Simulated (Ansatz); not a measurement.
**Phonons of InGaW in the AlB2 type**

The plan: relax InGaW in the AlB2 type, check its phonons, and, if the lattice is stable, compute its Eliashberg function and ρ(T).

Calculated with Ansatz 0.2.0; DFT LDA, scalar-relativistic, plane waves, PAW; PAW set soft_1.

The structure was built from a prototype and need not be the compound's stable phase.

## (1) Starting point

The structure is hexagonal, space group P-6m2 (No. 187). Conventional cell: a = 4.074 Å, b = 4.074 Å, c = 4.277 Å, α = 90.00°, β = 90.00°, γ = 120.00°. Nearest to W lie 6 In at 3.18 Å and 6 Ga at 3.18 Å. Nearest to Ga lie 3 In at 2.35 Å and 6 W at 3.18 Å. In has 3 Ga at 2.35 Å and 6 W at 3.18 Å nearest. Farther neighbours are not listed.

## (2) Relaxing cell and atoms

The structure is brought to rest under this functional.

input.yaml reads:

```yaml
crystal:
  lattice:
    - [4.07379, 0.0, 0.0]
    - [-2.03689, 3.528, 0.0]
    - [0.0, 0.0, 4.27747]
  atoms:
    - { symbol: W, position: [0.0, 0.0, 0.0] }
    - { symbol: Ga, position: [0.33333333, 0.66666667, 0.5] }
    - { symbol: In, position: [0.66666667, 0.33333333, 0.5] }
kpoints:
  mp_grid: { grid: [9, 9, 8] }
hamiltonian:
  xc: lda
  pseudopotentials: { kind: paw, azcp: { folder: soft_1 }, xc_functional: pbe }
scf:
  occupations: { method: gaussian, width: 0.1 }
output:
  forces: true
  stress: true
  eigenvalues: true
relax:
  adjacent_minimum: "off"
  f_tol: 0.005
  max_steps: 80
  cell: { stress_tol: 0.05 }
```

Started as:

```
$ ansatz run input.yaml --threads 4 --pin off --max-ram 12288MiB --backend cpu --events-out ev --progress --plain --runs-dir out
```

Numbers of over 12 decimals in the logs are rounded to 6 here.

Output:

```text
Engine: ansatz 0.2.0, x86_64-unknown-linux-gnu
Pseudopotentials: kind: paw
Pseudopotential: W, paw, valence charge 14, recommended cutoff 420 eV (normal), soft_1/W.paw.azcp
Pseudopotential: Ga, paw, valence charge 13, recommended cutoff 420 eV (normal), soft_1/Ga.paw.azcp
Pseudopotential: In, paw, valence charge 13, recommended cutoff 420 eV (normal), soft_1/In.paw.azcp
Functional definition: SPW92
  exchange = slater_x
  correlation = pw_c
Crystal: 3 atoms, lattice volume = 61.477 Å³
Basis set: ecut = 420 eV, 1203 PW (Γ)
Bands: 24, of which v1, the nominal top of the filled ones, is band 20 counted from 1 (19 counted from 0)
Symmetry: 12 space group operations
Space group: P-6m2 (ITA 187), of the structure as read, at distance tolerance 3.9e-5 Å
k-points: 60 of 648 (time reversal used)
Non-local potential: W, projectors of the file, l = 0: 3, l = 1: 2, l = 2: 2, l = 3: 1
Non-local potential: Ga, projectors of the file, l = 0: 2, l = 1: 2, l = 2: 3, l = 3: 1
Non-local potential: In, projectors of the file, l = 0: 2, l = 1: 2, l = 2: 2, l = 3: 1
PAW form: soft (Blöchl's): semilocal exchange-correlation on the pseudo side does not see the compensation charge
PAW frozen core: W, regenerated for the run's functional, and the local potential with it (the file was generated under x = pbe(κ = 0.804, μ = 0.219515), c = pbe(β = 0.066725))
PAW frozen core: Ga, regenerated for the run's functional, and the local potential with it (the file was generated under x = pbe(κ = 0.804, μ = 0.219515), c = pbe(β = 0.066725))
PAW frozen core: In, regenerated for the run's functional, and the local potential with it (the file was generated under x = pbe(κ = 0.804, μ = 0.219515), c = pbe(β = 0.066725))
PAW one-centre angular grid: W, 590 points (default); XC on 64 Gauss nodes
PAW one-centre angular grid: Ga, 590 points (default); XC on 64 Gauss nodes
PAW one-centre angular grid: In, 590 points (default); XC on 64 Gauss nodes
Initial density: superposition of atomic densities (chi_scale 0.1, normalization cell, long waves kept (reshape's long-wave potential 0.00 eV rms))
Initial wavefunctions: pseudopotential atomic-orbital guess
Functional: x = slater, c = lda
SCF iter   1: F=—  HF=-19291.353547 eV  |F-HF|=—  |Δ(HF+E_count)|=         —  Δρ=7.52e-2  dr2=8.63e0  ethr=3.10e-3  ⟨swp⟩=5.6  Hψ=6096  notcnv=0
preconditioner: auto → Kerker (q_TF=auto, 2.540 Å⁻¹)  [metal: Δε(μ)=0.028 eV  Ē_g=13.425 eV  σ=0.100 eV  W_gap=0.16  n_scr=20 (ndim 8)  ℏωp=26.8 eV  f_vac=0.000  D(μ)=3.01/eV (n_scr^D=22)]
SCF iter   2: F=—  HF=-19289.884104 eV  |F-HF|=—  |Δ(HF+E_count)|=    1.47e0  Δρ=2.38e-2  dr2=6.69e-1  ethr=3.10e-3  ⟨swp⟩=2.9  Hψ=2724  notcnv=0
SCF iter   3: F=—  HF=-19289.743634 eV  |F-HF|=—  |Δ(HF+E_count)|=   1.40e-1  Δρ=1.05e-2  dr2=5.09e-2  ethr=1.67e-3  ⟨swp⟩=2.1  Hψ=2084  notcnv=0
SCF iter   4: F=—  HF=-19289.730891 eV  |F-HF|=—  |Δ(HF+E_count)|=   1.27e-2  Δρ=3.11e-3  dr2=9.41e-3  ethr=1.27e-4  ⟨swp⟩=2.0  Hψ=2839  notcnv=0
SCF iter   5: F=—  HF=-19289.726499 eV  |F-HF|=—  |Δ(HF+E_count)|=   4.39e-3  Δρ=1.10e-3  dr2=2.01e-3  ethr=2.35e-5  ⟨swp⟩=2.0  Hψ=2200  notcnv=0
SCF iter   6: F=—  HF=-19289.726153 eV  |F-HF|=—  |Δ(HF+E_count)|=   3.46e-4  Δρ=8.80e-4  dr2=3.83e-4  ethr=5.02e-6  ⟨swp⟩=2.0  Hψ=2238  notcnv=0
SCF iter   7: F=—  HF=-19289.726043 eV  |F-HF|=—  |Δ(HF+E_count)|=   1.10e-4  Δρ=1.71e-4  dr2=2.56e-5  ethr=9.58e-7  ⟨swp⟩=2.9  Hψ=2529  notcnv=0
SCF iter   8: F=—  HF=-19289.726044 eV  |F-HF|=—  |Δ(HF+E_count)|=   1.09e-6  Δρ=7.19e-5  dr2=2.75e-6  ethr=6.41e-8  ⟨swp⟩=2.5  Hψ=2439  notcnv=0
SCF iter   9: F=—  HF=-19289.726044 eV  |F-HF|=—  |Δ(HF+E_count)|=   3.90e-7  Δρ=1.44e-5  dr2=1.50e-7  ethr=6.88e-9  ⟨swp⟩=2.0  Hψ=2340  notcnv=0
SCF iter  10: F=-19289.726044 eV  HF=-19289.726044 eV  |F-HF|=7.85e-9  |Δ(HF+E_count)|=   1.25e-8  Δρ=5.35e-6  dr2=1.63e-8  ethr=2.50e-10  ⟨swp⟩=4.2  Hψ=5184  notcnv=0
the search or the solves at the SCF's close seem to have found levels that the self-consistency loop had missed (the run counts 1). By its estimate they hold under 1e-12 electrons; where the run keeps them, the occupations were computed again with them
SCF 1 converged in 10 iterations: F = -19289.726044 eV  dr2 = 1.63e-8
  greatest PAW one-centre occupation: 0.999 electrons in one spin orbital (limit 2), on the W atom at site 0 (counted from 0), in its partial waves of l = 0
relax step   1: F+E_penalty+E_count = -19289.72604436 eV  Δ(F+E_penalty+E_count) = +0.000e0 eV  max|allowed force component| = 8.327e-17 eV/Å  Δτ_max = 0.0000 Å  P = -7.290 GPa  Ω = 61.477 Å³  (10 SCF iters, dr2 threshold 1.00e-7 eV, accepted)
Crystal: 3 atoms, lattice volume = 58.962 Å³
Basis set: ecut = 420 eV, 1177 PW (Γ)
Initial density: handed on by an earlier stage of this run
Initial wavefunctions: those handed on with the density
iter 1 solved again at ethr=1.12e-4 eV; its pass at ethr=3.10e-3 eV (dr2=4.50e-2 eV) is discarded
SCF iter   1: F=—  HF=-19290.229309 eV  |F-HF|=—  |Δ(HF+E_count)|=         —  Δρ=9.12e-3  dr2=4.38e-2  ethr=1.12e-4  ⟨swp⟩=1.8  Hψ=8381  notcnv=0
preconditioner: auto → Kerker (q_TF=auto, 2.557 Å⁻¹)  [metal: Δε(μ)=0.024 eV  Ē_g=12.508 eV  σ=0.100 eV  W_gap=0.13  n_scr=20 (ndim 8)  ℏωp=27.4 eV  f_vac=0.000  D(μ)=4.52/eV (n_scr^D=58)]
SCF iter   2: F=—  HF=-19290.220789 eV  |F-HF|=—  |Δ(HF+E_count)|=   8.52e-3  Δρ=2.83e-3  dr2=4.63e-3  ethr=1.09e-4  ⟨swp⟩=1.1  Hψ=1443  notcnv=0
SCF iter   3: F=—  HF=-19290.219905 eV  |F-HF|=—  |Δ(HF+E_count)|=   8.84e-4  Δρ=8.70e-4  dr2=5.98e-4  ethr=1.16e-5  ⟨swp⟩=2.7  Hψ=2492  notcnv=0
SCF iter   4: F=—  HF=-19290.219795 eV  |F-HF|=—  |Δ(HF+E_count)|=   1.10e-4  Δρ=4.20e-4  dr2=9.91e-5  ethr=1.49e-6  ⟨swp⟩=2.0  Hψ=2358  notcnv=0
SCF iter   5: F=—  HF=-19290.219718 eV  |F-HF|=—  |Δ(HF+E_count)|=   7.75e-5  Δρ=1.43e-4  dr2=1.07e-5  ethr=2.48e-7  ⟨swp⟩=2.0  Hψ=2431  notcnv=0
SCF iter   6: F=—  HF=-19290.219715 eV  |F-HF|=—  |Δ(HF+E_count)|=   3.13e-6  Δρ=3.74e-5  dr2=6.96e-7  ethr=2.68e-8  ⟨swp⟩=2.0  Hψ=2352  notcnv=0
SCF iter   7: F=-19290.219714 eV  HF=-19290.219714 eV  |F-HF|=3.10e-8  |Δ(HF+E_count)|=   4.16e-7  Δρ=1.17e-5  dr2=6.77e-8  ethr=7.50e-10  ⟨swp⟩=7.0  Hψ=7521  notcnv=0
SCF 2 converged in 7 iterations: F = -19290.219714 eV  dr2 = 6.77e-8
relax step   2: F+E_penalty+E_count = -19290.21971437 eV  Δ(F+E_penalty+E_count) = -4.937e-1 eV  max|allowed force component| = 6.014e-17 eV/Å  Δτ_max = 0.0000 Å  P = -6.141 GPa  Ω = 58.962 Å³  energy of the carried Pulay correction = +3.791e-4 eV  (7 SCF iters, dr2 threshold 3.00e-7 eV, accepted)
Crystal: 3 atoms, lattice volume = 56.856 Å³
Basis set: ecut = 420 eV, 1117 PW (Γ)
[...]
relax step   6: F+E_penalty+E_count = -19292.21730720 eV  Δ(F+E_penalty+E_count) = -4.723e-1 eV  max|allowed force component| = 2.776e-17 eV/Å  Δτ_max = 0.0000 Å  P = -1.053 GPa  Ω = 50.785 Å³  energy of the carried Pulay correction = +1.728e-3 eV  (8 SCF iters, dr2 threshold 3.00e-7 eV, accepted)
relax step   7: F+E_penalty+E_count = -19292.68760459 eV  Δ(F+E_penalty+E_count) = -4.703e-1 eV  max|allowed force component| = 3.007e-17 eV/Å  Δτ_max = 0.0000 Å  P = +2.482 GPa  Ω = 49.072 Å³  energy of the carried Pulay correction = +2.036e-3 eV  (6 SCF iters, dr2 threshold 3.00e-7 eV, accepted)
relax step   8: F+E_penalty+E_count = -19293.18278868 eV  Δ(F+E_penalty+E_count) = -4.952e-1 eV  max|allowed force component| = 2.352e-17 eV/Å  Δτ_max = 0.0000 Å  P = +5.809 GPa  Ω = 47.821 Å³  energy of the carried Pulay correction = +2.267e-3 eV  (6 SCF iters, dr2 threshold 3.00e-7 eV, accepted)
relax step   9: F+E_penalty+E_count = -19293.25985406 eV  Δ(F+E_penalty+E_count) = -7.707e-2 eV  max|allowed force component| = 2.159e-17 eV/Å  Δτ_max = 0.0000 Å  P = +8.270 GPa  Ω = 47.923 Å³  energy of the carried Pulay correction = +2.246e-3 eV  (6 SCF iters, dr2 threshold 3.00e-7 eV, accepted)
relax step  10: F+E_penalty+E_count = -19293.28022050 eV  Δ(F+E_penalty+E_count) = -2.037e-2 eV  max|allowed force component| = 1.889e-17 eV/Å  Δτ_max = 0.0000 Å  P = -8.195 GPa  Ω = 52.545 Å³  energy of the carried Pulay correction = +1.416e-3 eV  (6 SCF iters, dr2 threshold 3.00e-7 eV, accepted)
relax step  11: F+E_penalty+E_count = -19293.35700887 eV  Δ(F+E_penalty+E_count) = -7.679e-2 eV  max|allowed force component| = 1.735e-17 eV/Å  Δτ_max = 0.0000 Å  P = -0.376 GPa  Ω = 49.840 Å³  energy of the carried Pulay correction = +1.893e-3 eV  (6 SCF iters, dr2 threshold 3.00e-7 eV, accepted)
relax step  12: F+E_penalty+E_count = -19293.35737418 eV  Δ(F+E_penalty+E_count) = -3.653e-4 eV  max|allowed force component| = 4.626e-18 eV/Å  Δτ_max = 0.0000 Å  P = -0.016 GPa  Ω = 49.710 Å³  energy of the carried Pulay correction = +1.917e-3 eV  (6 SCF iters, dr2 threshold 3.00e-7 eV, accepted)
relax step  13: F+E_penalty+E_count = -19293.36105041 eV  Δ(F+E_penalty+E_count) = -3.676e-3 eV  max|allowed force component| = 1.349e-17 eV/Å  Δτ_max = 0.0000 Å  P = +0.169 GPa  Ω = 49.710 Å³  stress off target by 2.60e-1 GPa  SCF on the basis re-selected at this cell (its energy is not comparable with the rows above)  (6 SCF iters)
relax step  14: F+E_penalty+E_count = -19293.36110599 eV  Δ(F+E_penalty+E_count) = -5.558e-5 eV  max|allowed force component| = 2.005e-17 eV/Å  Δτ_max = 0.0000 Å  P = +0.010 GPa  Ω = 49.769 Å³  energy of the carried Pulay correction = -1.153e-5 eV  (6 SCF iters, dr2 threshold 1.68e-7 eV, accepted)
iter 1 solved again at ethr=4.18e-9 eV; its pass at ethr=3.10e-3 eV (dr2=1.67e-6 eV) is discarded
SCF iter   1: F=—  HF=-19293.361115 eV  |F-HF|=—  |Δ(HF+E_count)|=         —  Δρ=1.40e-6  dr2=1.61e-10  ethr=4.18e-9  ⟨swp⟩=3.5  Hψ=10794  notcnv=0
preconditioner: auto → none  [metal: Δε(μ)=0.092 eV  Ē_g=13.286 eV  σ=0.100 eV  W_gap=0.48  n_scr=8 (ndim 8)  ℏωp=29.8 eV  f_vac=0.000  D(μ)=1.50/eV (n_scr^D=8)]
SCF iter   2: F=—  HF=-19293.361115 eV  |F-HF|=—  |Δ(HF+E_count)|=   1.73e-9  Δρ=8.58e-7  dr2=1.09e-10  ethr=1.00e-12  ⟨swp⟩=2.4  Hψ=2765  notcnv=0
iter 3 did not close the SCF: its close was put off for the readings that it lacked (scf_convergence_deferred on its scf_iter line)
SCF iter   3: F=-19293.361115 eV  HF=-19293.361115 eV  |F-HF|=7.28e-12  |Δ(HF+E_count)|=  1.46e-11  Δρ=2.59e-7  dr2=6.59e-12  ethr=1.00e-12  ⟨swp⟩=2.0  Hψ=1730  notcnv=0
iter 4 did not close the SCF: its close was put off for the readings that it lacked (scf_convergence_deferred on its scf_iter line)
SCF iter   4: F=-19293.361115 eV  HF=-19293.361115 eV  |F-HF|=7.28e-12  |Δ(HF+E_count)|=    0.00e0  Δρ=3.60e-8  dr2=2.75e-13  ethr=1.00e-12  ⟨swp⟩=1.0  Hψ=1440  notcnv=0
iter 5 did not close the SCF: its close was put off for the readings that it lacked (scf_convergence_deferred on its scf_iter line)
SCF iter   5: F=-19293.361115 eV  HF=-19293.361115 eV  |F-HF|=3.64e-12  |Δ(HF+E_count)|=  3.64e-12  Δρ=1.28e-8  dr2=3.82e-14  ethr=1.00e-12  ⟨swp⟩=1.0  Hψ=1440  notcnv=0
iter 6 did not close the SCF: its close was put off for the readings that it lacked (scf_convergence_deferred on its scf_iter line)
SCF iter   6: F=-19293.361115 eV  HF=-19293.361115 eV  |F-HF|=7.28e-12  |Δ(HF+E_count)|=  3.64e-12  Δρ=3.46e-9  dr2=4.64e-15  ethr=1.00e-12  ⟨swp⟩=1.0  Hψ=1440  notcnv=0
SCF iter   7: F=-19293.361115 eV  HF=-19293.361115 eV  |F-HF|=0.00e0  |Δ(HF+E_count)|=  3.64e-12  Δρ=6.36e-10  dr2=1.54e-16  ethr=1.00e-12  ⟨swp⟩=2.1  Hψ=4159  notcnv=0
SCF 15 converged in 7 iterations: F = -19293.361115 eV  dr2 = 1.54e-16
relax step  15: F+E_penalty+E_count = -19293.36111535 eV  Δ(F+E_penalty+E_count) = -9.364e-6 eV  max|allowed force component| = 1.927e-17 eV/Å  Δτ_max = 0.0000 Å  P = +0.010 GPa  Ω = 49.769 Å³  stress off target by 1.60e-2 GPa  SCF on the basis re-selected at this cell (its energy is not comparable with the rows above)  (7 SCF iters)
basis re-selected at this cell: Δ(F+E_penalty+E_count) = -9.364e-6 eV, ΔP = +0.000 GPa vs the last step (what re-selecting the basis moved, of the pressure what is left beyond the Pulay correction that the steps carried, after the strain that the cell walked since its last selection, with what the two solves' SCF thresholds leave and, on support functions, any second-order correction that the steps lacked; it is no m [...]
SCF converged after 7 iterations
Free energy (F): -19293.361115 eV
Harris-Foulkes:  -19293.361115 eV  (|F-HF|=0.00e0)
Internal energy: -19293.353615 eV  (E = F + TS)
E sigma→0 (E₀):  -19293.357365 eV
Entropy (-TS):   -0.007500 eV (-2.500 meV/atom)
Fermi energy:    16.655126 eV
--- Per-component energies (eV) ---
  E_band       = -60.805903
  E_kinetic    = 760.234938
  E_local      = -2491.569037  (includes V_loc(G=0)·N_el)
  E_nonlocal   = 219.321433
  E_hartree    = 1344.445676
  E_xc         = -473.155426
  E_vxc        = -381.418857  (∫ρ·V_xc dr)
  E_paw        = -14309.575064  (= ΣΔE_a)
  E_vpaw       = -856.265729  (= ΣTr[D̂ρ^β])
  E_aug_tail   = -0.000002  (compensation charges beyond the density's cutoff)
  E_ewald      = -4345.352398
  E_core_change = 2.296265  (= ΣΔE_core)
  E_smearing   = -0.007500  (= −TS)
  E_closure    = 0.000000  (closes the sum)
  Σ components = -19293.361115   (vs F -19293.361115, Δ=0.00e0)
--- Forces (eV/Å), atoms counted from 1 ---
  atom   1  W      0.00000000    -0.00000000     0.00000000
  atom   2  Ga     0.00000000     0.00000000     0.00000000
  atom   3  In    -0.00000000    -0.00000000     0.00000000
  max |Σ_I F_I| component: 2.54e-17 eV/Å
--- Stress (GPa, compression-positive) ---
        0.015955      -0.000000       0.000000
        0.000000       0.015955       0.000000
        0.000000       0.000000      -0.001302
  P = ⅓ Tr σ = 0.0102 GPa (0.102 kbar)
--- Band table (eV; the first three rows and the last of 60) ---
  k-point 0: bands = [... 16 lower, 12.2967, 12.8814, 13.9911, 17.4341, 17.4341, 19.0492, 19.0492, 21.1520]
  k-point 1: bands = [... 16 lower, 12.6578, 13.6061, 14.2648, 16.4780, 16.4780, 19.8974, 19.8974, 20.7599]
  k-point 2: bands = [... 16 lower, 13.6699, 15.0051, 15.0973, 15.0973, 15.1396, 18.8007, 20.5566, 20.5566]
  k-point 59: bands = [... 16 lower, 13.3718, 13.4183, 15.0459, 16.1847, 17.2558, 17.9362, 17.9984, 18.2084]
--- Relaxed structure (13 steps of the walk, 13 accepted, 2 SCFs on fresh bases) ---
  F+E_penalty+E_count = -19293.36111535 eV   max|allowed force component| = 1.927e-17 eV/Å   (the final SCF, on the basis selected at the relaxed cell)
  cell:  # Å, volume = 49.7691 Å³
    - [4.614065, -3.2696012716398487e-6, 0.0]
    - [-2.307030, 3.995899, 0.0]
    - [0.0, 0.0, 2.699367]
  atoms:
    - { symbol: W, position: [0, 0, 0.0] }
    - { symbol: Ga, position: [0.333333, 0.666667, 0.5] }
    - { symbol: In, position: [0.666667, 0.333333, 0.5] }
```

It took 13 s on 4 threads of AMD EPYC 9B45 (Zen 5), shared host; peak memory 0.51 GiB.

Step by step:

```
step  energy less that of the first step (eV)  largest force component (eV/Å)  pressure (GPa)  volume (Å³)
   1                                   0.0000                          0.0000           -7.29        61.48
   2                                  -0.4937                          0.0000           -6.14        58.96
   3                                  -1.0089                          0.0000           -5.51        56.86
   4                                  -1.5349                          0.0000           -4.98        54.78
   5                                  -2.0190                          0.0000           -2.63        52.46
   6                                  -2.4913                          0.0000           -1.05        50.79
   7                                  -2.9616                          0.0000            2.48        49.07
   8                                  -3.4567                          0.0000            5.81        47.82
   9                                  -3.5338                          0.0000            8.27        47.92
  10                                  -3.5542                          0.0000           -8.20        52.54
  11                                  -3.6310                          0.0000           -0.38        49.84
  12                                  -3.6313                          0.0000           -0.02        49.71
 13*                                  -3.6350                          0.0000            0.17        49.71
  14                                  -3.6351                          0.0000            0.01        49.77
 15*                                  -3.6351                          0.0000            0.01        49.77
```

Relaxation steps marked * repeat the geometry before them on a plane-wave basis chosen anew for their cell, so energy and pressure can jump there.

Forces are held to the 12 operations that the run works with; a distortion that breaks them can't arise in this run.

```
     cell as run  before  after   change
           a (Å)   4.074  4.614  +13.3 %
           b (Å)   4.074  4.614  +13.3 %
           c (Å)   4.277  2.699  -36.9 %
volume (Å³/atom)   20.49  16.59  -19.0 %
```

Final coordinates:

```cif
data_structure
_symmetry_space_group_name_H-M 'P 1'
_symmetry_Int_Tables_number 1
_cell_length_a 4.6141
_cell_length_b 4.6141
_cell_length_c 2.6994
_cell_angle_alpha 90.000
_cell_angle_beta 90.000
_cell_angle_gamma 120.000
_cell_volume 49.77
loop_
_atom_site_label
_atom_site_type_symbol
_atom_site_fract_x
_atom_site_fract_y
_atom_site_fract_z
_atom_site_occupancy
W1 W 0.00000 0.00000 0.00000 1
Ga2 Ga 0.33333 0.66667 0.50000 1
In3 In 0.66667 0.33333 0.50000 1
```

This step gave:

```
pressure          : 0.01020 GPa
volume per atom   : 16.59 Å³/atom
metallic on mesh  : yes
gap on the k-mesh : 0 eV
```

The largest force is now zero by symmetry and the largest stress component 0.016 GPa.

(Part 1 of 3 ends here.)

[Logs are printed without paths, hosts, clocks, repeated set-up lines and the standing remarks that a program may print on its own settings, such as how far it seeks lower states.]

[Hosts, paths, dates, database ids (printed as entryN), source tags and the programs' standing remarks are cut or masked in the printed files.]
